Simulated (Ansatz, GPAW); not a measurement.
# Cutoff, mesh and smearing for a 10-layer slab of Ag(110), part 2 of 2

How do cutoff, mesh, smearing and the dipole layer change the work function of a 10-layer slab of Ag(110)?

GPAW 26.7.0 and Ansatz 0.2.0; Ansatz plane waves; slab in vacuum with a dipole correction, relaxation (the session's first sound run).

So far, upper work function (eV): step 2 (relaxation, PBE) 4.22; step 3 (the slab's potential, PBE, GPAW) 4.23; step 6 (cutoff 700: ecut = 700, PBE, GPAW) 4.22; step 9 (K mesh 12×16: kpts = [12, 16], PBE, GPAW) 4.23.

### 10. Scheme Methfessel-Paxton of order 0 (Gaussian), smearing 0.1

Smearing changes the occupations near the Fermi level, and with them the level itself. Smearing helps the SCF of a metal converge, but it blurs occupations at band edges near the Fermi level.

Input file run.py:

```python
import json
import numpy as np
from ase import Atoms
from gpaw import GPAW, PW

slab = Atoms(
    ['Ag', 'Ag', 'Ag', 'Ag', 'Ag', 'Ag', 'Ag', 'Ag', 'Ag', 'Ag'],
    positions=[
        [2.04500, 1.44603, 7.00000],
        [0.00000, 0.00000, 8.44603],
        [2.04500, 1.44603, 9.89207],
        [0.00000, 0.00000, 11.33810],
        [2.04500, 1.44603, 12.78413],
        [0.00000, 0.00000, 14.28593],
        [2.04500, 1.44603, 15.78078],
        [0.00000, 0.00000, 17.25379],
        [2.04500, 1.44603, 18.79060],
        [0.00000, 0.00000, 20.16385]],
    cell=[[4.09, 0.0, 0.0], [0.0, 2.89207, 0.0], [0.0, 0.0, 27.0143]],
    pbc=[True, True, False])

slab.calc = GPAW(mode=PW(400), xc='PBE', kpts={'size': (8, 11, 1), 'gamma': True},
                 occupations={'name': 'methfessel-paxton', 'width': 0.1}, nbands='140%',
                 convergence={'density': 1e-05}, maxiter=200,
                 poissonsolver={'dipolelayer': 'xy'},
                 symmetry={'tolerance': 1e-3}, txt='slab.txt')
result = {}
energy = slab.get_potential_energy()
fermi = slab.calc.get_fermi_level()
v = slab.calc.get_electrostatic_potential().mean((0, 1)) - fermi
n = slab.calc.get_pseudo_density().mean((0, 1))
L = slab.cell[2, 2]
z = np.arange(len(v)) * L / len(v)
low, high = slab.positions[:, 2].min(), slab.positions[:, 2].max()
below, above = np.interp([low - 4.8, high + 4.8], z, v)
slopes = [np.interp(x, z, np.gradient(v, z)) for x in (low - 4.8, high + 4.8)]
eps = np.array([[slab.calc.get_eigenvalues(k, s) for k in range(len(slab.calc.get_ibz_k_points()))]
                for s in range(slab.calc.get_number_of_spins())]) - fermi
top, bottom = eps[eps < 0].max(), eps[eps > 0].min()
dipole = slab.get_dipole_moment()[2]
print(f'energy {energy:.4f} eV, Fermi level {fermi:.4f} eV, dipole {dipole:.5f} e A')
print(f'potential 4.8 A off the faces, from the Fermi level: lower {below:.4f} eV, upper {above:.4f} eV')
print(f'slope of the potential there: lower {slopes[0]:.5f}, upper {slopes[1]:.5f} eV/A')
print(f'nearest levels on the mesh: {top:.4f} and {bottom:.4f} eV')
print('magnetic moment', round(slab.get_magnetic_moment(), 3))
result.update(energy=energy, fermi=fermi, dipole=dipole, below=below, above=above, slopes=slopes, edges=[top, bottom],
              z=z.tolist(), v=v.tolist(), n=n.tolist(), positions=slab.positions.tolist(),
              forces=slab.get_forces(apply_constraint=False).tolist(), moments=slab.get_magnetic_moments().tolist())
json.dump(result, open('result.json', 'w'))
```

Run with:

```console
$ OMP_NUM_THREADS=1 OPENBLAS_NUM_THREADS=1 python run.py
```

Run time: 20 min. Hardware: 1 thread of Arm Neoverse V1, shared host; peak memory 0.6 GiB.

Numbers from this step:

- dipole along the normal: -0.001232 e·Å
- levels nearest the Fermi level on the mesh: -0.01172, 0.002586 eV from the Fermi level
- upper work function: 4.218 eV
- lower work function: 4.196 eV

The electrostatic potential energy of an electron (without an applied field's), less the Fermi level, planar mean oscillates, so the rows of the table below give means over windows of 1.51 Å about each position, cut where the curve ends. Its maxima inside the range that stand out by 2 % of the span (Å: eV): 7.7: -4.59, 9.2: -4.74, 10.6: -4.73, 12.1: -4.74, 13.5: -3.99, 15.0: -4.06, 16.5: -4.33, 18.0: -3.63, 19.5: -5.49. Its minima: 7.0: -11.4, 8.4: -11.9, 9.9: -11.9, 11.3: -11.9, 12.8: -11.8, 14.3: -11.7, 15.8: -11.8, 17.3: -11.7, 18.8: -11.9, 20.1: -11.5.

Table of electrostatic potential energy of an electron (without an applied field's), less the Fermi level, planar mean by z; means over each step:

```csv
z (Å),"electrostatic potential energy of an electron (without an applied field's), less the Fermi level, planar mean (eV)"
0.76,4.20
2.27,4.20
3.78,4.18
5.29,3.59
6.80,-6.19
8.31,-8.04
9.82,-8.11
11.33,-8.09
12.84,-7.87
14.35,-7.74
15.86,-7.84
17.37,-7.69
18.88,-8.13
20.39,-6.23
21.90,3.64
23.41,4.20
24.92,4.22
26.43,4.22
```

The upper face's work function is 4.218 eV, against 4.227 eV in the first plane-wave PBE run at this geometry.

### 11. All levels side by side

Times are for 1 thread of Arm Neoverse V1, shared host. The runs compared:

```csv
no.,run,upper work function (eV),lower work function (eV),time,memory (GiB)
1,pw,4.227,4.201,22 min,0.6
2,cutoff 700,4.224,4.198,41 min,1.2
3,k mesh 12×16,4.225,4.199,48 min,1.0
4,"scheme Methfessel-Paxton of order 0 (Gaussian), smearing 0.1",4.218,4.196,20 min,0.6
```

### 12. Without the dipole layer

The dipole layer is taken out and the cell repeats along the normal.

run.py, as its differences from that of step 10:

```diff
@@ -19,8 +19,7 @@
     cell=[[4.09, 0.0, 0.0], [0.0, 2.89207, 0.0], [0.0, 0.0, 27.0143]],
-    pbc=[True, True, False])
+    pbc=[True, True, True])
 
 slab.calc = GPAW(mode=PW(400), xc='PBE', kpts={'size': (8, 11, 1), 'gamma': True},
-                 occupations={'name': 'methfessel-paxton', 'width': 0.1}, nbands='140%',
+                 occupations={'name': 'fermi-dirac', 'width': 0.1}, nbands='140%',
                  convergence={'density': 1e-05}, maxiter=200,
-                 poissonsolver={'dipolelayer': 'xy'},
                  symmetry={'tolerance': 1e-3}, txt='slab.txt')
```

It took 16 min on 1 thread; peak memory 0.59 GiB.

The run finished with changed settings (dipole = false and pbc_z = true); it serves as a test.

Side by side:

```csv
quantity,this run,sound run,difference
dipole along the normal (e·Å),-0.0039879,-0.0014555,-0.00253
upper work function (eV),4.2191,4.2267,-0.00760
lower work function (eV),4.2094,4.2012,0.00814
```

### 13. Side by side

Results and costs are gathered.

This step: comparison of work functions, dipole and cost (GPAW 26.7.0).

Ladder, by row:

```csv
step,code,"work function, upper (eV)","work function, lower (eV)",dipole (e Å),wall time (s),peak memory (GiB),threads
pw,GPAW,4.227,4.201,-0.001456,1346,0.6,1
ecut300,GPAW,4.244,4.217,-0.001123,801.5,0.43,1
ecut700,GPAW,4.224,4.198,-0.001627,2477,1.2,1
k3,GPAW,4.066,4.048,-9.52e-4,213.8,0.3,1
k5,GPAW,4.274,4.247,-0.001598,461.4,0.38,1
k12,GPAW,4.225,4.199,-0.001499,2902,1.01,1
smear,GPAW,4.218,4.196,-0.001232,1185,0.6,1
nodip,GPAW,4.219,4.209,-0.003988,968.6,0.59,1
```

### 14. Results

- work function, upper and lower face: 4.227 and 4.201 eV
- dipole along the normal: -0.00146 e Å

In words: With plane waves and PBE the work function is 4.23 eV on the upper face and 4.20 eV on the lower. The measured value for this face is 4.1 eV (as compiled in "Anisotropic work function of elemental crystals", 2019, arxiv:1902.07811); the relaxed upper face lies 0.13 eV over it with PBE. Measured work functions scatter by a tenth of an eV or more between methods. The other smearing (Gaussian of 0.1 eV in place of Fermi-Dirac of 0.1) moves the two faces by -0.0086 and -0.0053 eV on the same mesh; a mesh is converged only for its smearing. Over the sound runs of the table the upper face's work function spans 4.218 (smear) to 4.227 eV (pw). The small printed dipole stands for a step of 22 meV from the lower to the upper face, and the probes find 25 meV; values this small are near the numerical noise of both. The in-plane lattice was kept as typed, which isn't the functional's own and leaves some strain; spin-orbit coupling and temperature are left out.

[Logs are printed without paths, hosts, clocks, repeated set-up lines and the standing remarks that a program may print on its own settings, such as how far it seeks lower states.]

[Hosts, paths, dates, database ids (printed as entryN), source tags and the programs' standing remarks are cut or masked in the printed files.]
